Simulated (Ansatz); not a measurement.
## Formation energy and levels of the substitutional impurity Sb_O in Li5AuO4 (C2/m)

Wanted: the transition levels of a substitutional impurity in Li5AuO4 (C2/m), from a cell of 80 host atoms with 1 O taken out and 1 Sb put in.

Calculated with Ansatz 0.2.0; place-levels on PBEsol runs: charge-transition levels and formation energies with image-charge correction and potential alignment at the atomic sites.

### 1. Starting point

The cell holds 80 atoms: 40 Li, 8 Au, 31 O and 1 Sb. Cell: a = 9.403 Å, b = 9.404 Å, c = 9.396 Å, α = 90.0°, β = 102.9°, γ = 90.0°. It derives from Li5AuO4 (space group C2/m). Nearest the centre at fractional (0.378, 0.647, 0.625): Sb38 at 0.00 Å, Li65 at 1.93 Å, Li28 at 1.94 Å, Li24 at 1.95 Å, Li61 at 1.99 Å, Au71 at 2.00 Å, Li30 at 2.03 Å, O34 at 2.77 Å.

Coordinates:

```xyz
80
Lattice="9.4027 0.0000 -0.0255 0.0000 9.4041 0.0000 -2.0756 0.0000 9.1636" Properties=species:S:1:pos:R:3 pbc="T T T"
Li   -0.5189    7.4521    2.2909
Li    1.8318    2.7501    2.2845
Li    0.0000    2.6571    0.0000
Li    2.3507    7.3591   -0.0064
Li    0.0000    6.7470    0.0000
Li    2.3507    2.0449   -0.0064
Li   -0.5189    1.9519    2.2909
Li    1.8318    6.6540    2.2845
Li    0.0000    0.0000    0.0000
Li    2.3507    4.7020   -0.0064
Au   -0.5189    4.7020    2.2909
Au    1.8318    0.0000    2.2845
O     0.9429    8.0179    1.1430
O     3.2936    3.3159    1.1366
O     0.3699    3.3159    3.4324
O     2.7206    8.0179    3.4260
O     0.9429    1.3861    1.1430
O     3.2936    6.0882    1.1366
O     0.3699    6.0882    3.4324
O     2.7206    1.3861    3.4260
Li   -1.5567    7.4521    6.8727
Li    0.7940    2.7501    6.8663
Li   -1.0378    2.6571    4.5818
Li    1.3129    7.3591    4.5754
Li   -1.0378    6.7470    4.5818
Li    1.3129    2.0449    4.5754
Li   -1.5567    1.9519    6.8727
Li    0.7940    6.6540    6.8663
Li   -1.0378    0.0000    4.5818
Li    1.3129    4.7020    4.5754
Au   -1.5567    4.7020    6.8727
Au    0.7940    0.0000    6.8663
O    -0.0949    8.0179    5.7248
O     2.2558    3.3159    5.7184
O    -0.6679    3.3159    8.0142
O     1.6828    8.0179    8.0078
O    -0.0949    1.3861    5.7248
Sb    2.2558    6.0882    5.7184
O    -0.6679    6.0882    8.0142
O     1.6828    1.3861    8.0078
Li    4.1824    7.4521    2.2782
Li    6.5331    2.7501    2.2718
Li    4.7013    2.6571   -0.0127
Li    7.0520    7.3591   -0.0191
Li    4.7013    6.7470   -0.0127
Li    7.0520    2.0449   -0.0191
Li    4.1824    1.9519    2.2782
Li    6.5331    6.6540    2.2718
Li    4.7013    0.0000   -0.0127
Li    7.0520    4.7020   -0.0191
Au    4.1824    4.7020    2.2782
Au    6.5331    0.0000    2.2718
O     5.6443    8.0179    1.1303
O     7.9950    3.3159    1.1239
O     5.0713    3.3159    3.4197
O     7.4219    8.0179    3.4133
O     5.6443    1.3861    1.1303
O     7.9950    6.0882    1.1239
O     5.0713    6.0882    3.4197
O     7.4219    1.3861    3.4133
Li    3.1446    7.4521    6.8599
Li    5.4953    2.7501    6.8536
Li    3.6635    2.6571    4.5691
Li    6.0142    7.3591    4.5627
Li    3.6635    6.7470    4.5691
Li    6.0142    2.0449    4.5627
Li    3.1446    1.9519    6.8599
Li    5.4953    6.6540    6.8536
Li    3.6635    0.0000    4.5691
Li    6.0142    4.7020    4.5627
Au    3.1446    4.7020    6.8599
Au    5.4953    0.0000    6.8536
O     4.6065    8.0179    5.7121
O     6.9572    3.3159    5.7057
O     4.0334    3.3159    8.0015
O     6.3841    8.0179    7.9951
O     4.6065    1.3861    5.7121
O     6.9572    6.0882    5.7057
O     4.0334    6.0882    8.0015
O     6.3841    1.3861    7.9951
```

The host's dielectric constants go in as inputs: principal values (3.02, 4.18, 4.33) for the electrons alone, principal values (5.41, 8.74, 10.09) with the ions, from a response run on this crystal (DFPT, PBEsol) at that run's own cell.

The cell's shortest repeat is 9.4 Å.

### 2. The runs of each charge state

Levels follow from differences of total energies between charge states, each relaxed by itself.

Each atom starts 0.05 Å or so off its site in a random direction. Forces are taken at one point at (¼, ¼, ¼). The cell holds 1 electron more than the neutral one, with a uniform background that keeps it neutral on the whole.

The sampling was tested on the host first: at the k-points planned (1x1x1 shifted 0.25 0.25 0.25) its energy lies 0.000 eV an atom from the dense-mesh value, under the bound of 0.02 eV set for this test; that bounds the host's error, not the defect's.

One state's input; the others differ in charge, spin, start and seed, and in occupations where the table says so.

File qm1.relax/input.yaml:

```yaml
crystal:
  lattice:
    - [4.70134262, 0.0, -0.01274326]
    - [0.0, 9.40405317, 0.0]
    - [-1.03781253, 0.0, 4.58179354]
  atoms:
    - { symbol: Li, position: [0.0, 0.7924353, 0.5] }
    - { symbol: Li, position: [0.5, 0.2924353, 0.5] }
    - { symbol: Li, position: [0.0, 0.28254642, 0.0] }
    - { symbol: Li, position: [0.5, 0.78254642, 0.0] }
    - { symbol: Li, position: [0.0, 0.71745358, 0.0] }
    - { symbol: Li, position: [0.5, 0.21745358, 0.0] }
    - { symbol: Li, position: [0.0, 0.2075647, 0.5] }
    - { symbol: Li, position: [0.5, 0.7075647, 0.5] }
    - { symbol: Li, position: [0.0, 0.0, 0.0] }
    - { symbol: Li, position: [0.5, 0.5, 0.0] }
    - { symbol: Au, position: [0.0, 0.5, 0.5] }
    - { symbol: Au, position: [0.5, 0.0, 0.5] }
    - { symbol: O, position: [0.25579724, 0.85260183, 0.25018147] }
    - { symbol: O, position: [0.75579724, 0.35260183, 0.25018147] }
    - { symbol: O, position: [0.24420276, 0.35260183, 0.74981853] }
    - { symbol: O, position: [0.74420276, 0.85260183, 0.74981853] }
    - { symbol: O, position: [0.25579724, 0.14739817, 0.25018147] }
    - { symbol: O, position: [0.75579724, 0.64739817, 0.25018147] }
    - { symbol: O, position: [0.24420276, 0.64739817, 0.74981853] }
    - { symbol: O, position: [0.74420276, 0.14739817, 0.74981853] }
  supercell: [2, 1, 2]
  defects: [{ substitution: { at: 37, symbol: Sb } }]
total_charge: -1
basis:
  ecutwfc: 420
  xc_grid: 2
hamiltonian:
  xc: pbesol
kpoints:
  mp_grid: { grid: [1, 1, 1], shift: [0.25, 0.25, 0.25] }
scf:
  occupations: { method: fixed }
  max_iter: 80
output:
  forces: true
  charged_corrections:
    epsilon: [[3.54, 0.0, 0.64], [0.0, 4.18, 0.0], [0.64, 0.0, 3.81]]
    static_epsilon: [[7.29, 0.0, 2.29], [0.0, 8.74, 0.0], [2.29, 0.0, 8.21]]
relax:
  f_tol: 0.02
  max_steps: 80
  random_displacement: { amplitude: 0.05, seed: 2361 }
checkpoint:
  write: "../qm1.relax.run"
  compress: false
  write_wavefunctions: true
  write_every: 100000
```

The run is started by

```
> ansatz run input.yaml --threads 4 --pin off --max-ram 7536MiB --backend cpu --events-out ev --progress --plain --runs-dir out
```

The relaxed structure is kept and the sampling changed to a 2×2×2 shifted mesh.

The run of this state that the levels use, under PBEsol:

File qm1.point/input.yaml:

```yaml
crystal:
  checkpoint: "../qm1.relax.run"
  host: checkpoint
total_charge: -1
basis:
  ecutwfc: 420
  xc_grid: 2
hamiltonian:
  xc: pbesol
kpoints:
  mp_grid: { grid: [2, 2, 2], shift: [0.5, 0.5, 0.5] }
scf:
  occupations: { method: fermi_dirac, width: 0.01 }
  max_iter: 80
output:
  forces: true
  eigenvalues: true
  charged_corrections:
    epsilon: [[3.54, 0.0, 0.64], [0.0, 4.18, 0.0], [0.64, 0.0, 3.81]]
    static_epsilon: [[7.29, 0.0, 2.29], [0.0, 8.74, 0.0], [2.29, 0.0, 8.21]]
    defect_position: [0.377899, 0.647398, 0.625091]
  eigenstates: { localisation: true }
  populations: true
  band_densities: [{ bands: [v1, v1] }, { bands: [c1, c1] }]
  write_density: true
  write_potential: true
  volumetric_format: npy
checkpoint:
  read: "../qm1.relax.run"
  write: "../qm1.point.run"
  compress: false
  write_wavefunctions: false
  write_every: 100000
```

The run is started by

```
> ansatz run input.yaml --threads 4 --pin off --max-ram 7536MiB --backend cpu --events-out ev --progress --plain --runs-dir out
```

Relaxations under PBEsol at one point at (¼, ¼, ¼); times on 4 threads of Intel Xeon 6975P-C (Granite Rapids), shared host:

```csv
charge,moment (μB),occupations,outcome,steps,largest displacement against the far atoms (Å),time
−1,0,fixed,converged,17,1.36,84 s
0,1,fixed,converged,22,2.56,3.5 min
−1,2,fixed,converged,24,2.65,5 min
```

Single points under PBEsol at a 2×2×2 shifted mesh; times on 4 threads of Intel Xeon 6975P-C (Granite Rapids), shared host:

```csv
charge,moment (μB),occupations,outcome,time
−1,0,fermi-dirac,converged,36 s
0,1,fermi-dirac,converged,79 s
−1,2,fermi-dirac,converged,79 s
```

Distances (Å) from Sb38 to the nearest atoms after relaxation with PBEsol:

```csv
charge,moment (μB),1.,2.,3.,4.,5.,6.
−1,0,Li 2.39,O 2.40,Li 2.49,Li 2.54,Au 2.60,Li 2.64
−1,2,O 2.17,O 2.20,O 2.31,Li 2.77,Au 2.78,Li 2.89
0,1,O 2.16,O 2.20,O 2.31,Li 2.72,Au 2.77,Li 2.87
```

### 3. Placing the levels, PBEsol

A charged cell interacts with its images and the background, and its potential has another zero than the host's. place-levels removes the first by a point-charge model, screened by the static dielectric constant since the ions have relaxed around the charge, and the second by comparing potentials at atoms far from the defect.

The host is a run of the defect-free crystal in the same cutoffs, grids and k-points, so that basis and sampling errors cancel in part in the differences. Its band edges come from a run of the primitive cell that searches the zone for them. The host is run in a cell of 20 atoms on a matching mesh. Chemical potentials are energies per atom of O (O2 molecule) and Sb (A7 rhombohedral), run with the same functional and cutoff.

File levels.point.yaml:

```yaml
host:
  run: host.point.run
  levels_from: { run: edges.point.run }
states: [qm1.point.run, q0_M1.point.run, qm1_M2.point.run]
geometry_from:
  qm1.point.run: qm1.relax.run
  q0_M1.point.run: q0_M1.relax.run
  qm1_M2.point.run: qm1_M2.relax.run
  host.point.run: host.relax.run
chemical_potentials:
  O:
    energy: -558.282649
    dataset: "<sha256 of the dataset>"
  Sb:
    energy: -6408.086395
    dataset: "<sha256 of the dataset>"
epsilon:
  - [3.54, 0.0, 0.64]
  - [0.0, 4.18, 0.0]
  - [0.64, 0.0, 3.81]
static_epsilon:
  - [7.29, 0.0, 2.29]
  - [0.0, 8.74, 0.0]
  - [2.29, 0.0, 8.21]
vertical:
  - { from: qm1.point.run, to: qm1.point_neutral.run }
  - { from: qm1_M2.point.run, to: qm1_M2.point_neutral.run }
```

The run is started by

```
> ansatz place-levels levels.point.yaml -- --threads 4 --pin off --max-ram 7536MiB
```

The runs that follow: effect of the sampling.

Q: Predict the gap of the host.

Of the charges placed (−1 and 0), 0 is the lowest from 0.02 eV above the valence top to 0.02 eV below the conduction bottom, a gap of 2.05 eV. (0/−1) lies 0.13 eV from a band edge, less than the doubt on such levels. Charges above 0 were not placed, so these runs say nothing of levels that involve them.

```
gap of the host                                                             : 2.05 eV (PBEsol)
level (0/minus 1)                                                           : 2.18 eV above the valence top, past the conduction bottom
lowest of the charges placed, just above the valence top (0.02 eV)          : 0
lowest of the charges placed, just below the conduction bottom (0.02 eV)    : 0
lowest formation energy at mid-gap of the charges run, elemental references : 6.05 eV
```

States placed: 0 at 1 μB; −1 at 2 μB and 0 μB. Other spin states or structures, where not listed, weren't placed. At charge −1 and 0 the atom put in ends up to 1.8 Å from its starting place, so the name tells the start alone and the levels can join different sites. Sb is taken at its element; compounds, which aren't counted here, bound the chemical potentials and would shift these formation energies. Going from one point at (¼, ¼, ¼) to a 2×2×2 shifted mesh moves the levels that carry no band-filling term by up to 0.02 eV and formation energies against the elements by up to 0.01 eV. The program doubts the alignment of potentials for at least one state, a sign that the cell is small. What this leaves open: PBEsol makes the gap too small and tends to spread out bound carriers; where a gas molecule sets a chemical potential or the host's formation energy, its binding is uncorrected; spin–orbit coupling, which can matter with heavy atoms, is left out; force components of up to 0.11 eV/Å remain in a run at the final settings.

[Logs are printed without paths, hosts, clocks, repeated set-up lines and the standing remarks that a program may print on its own settings, such as how far it seeks lower states.]

[Hosts, paths, dates, database ids (printed as entryN), source tags and the programs' standing remarks are cut or masked in the printed files.]

[Where a table of states has a column of steps, it counts the stored structures, which are thinned; the runs took as many ionic steps or more.]

[A defect's name tells the site on which it was built; relaxed atoms can leave that site.]

[For some hosts the program warned that the k-mesh of the response run may be too coarse for force constants and the static dielectric constant; such warnings are not shown here.]
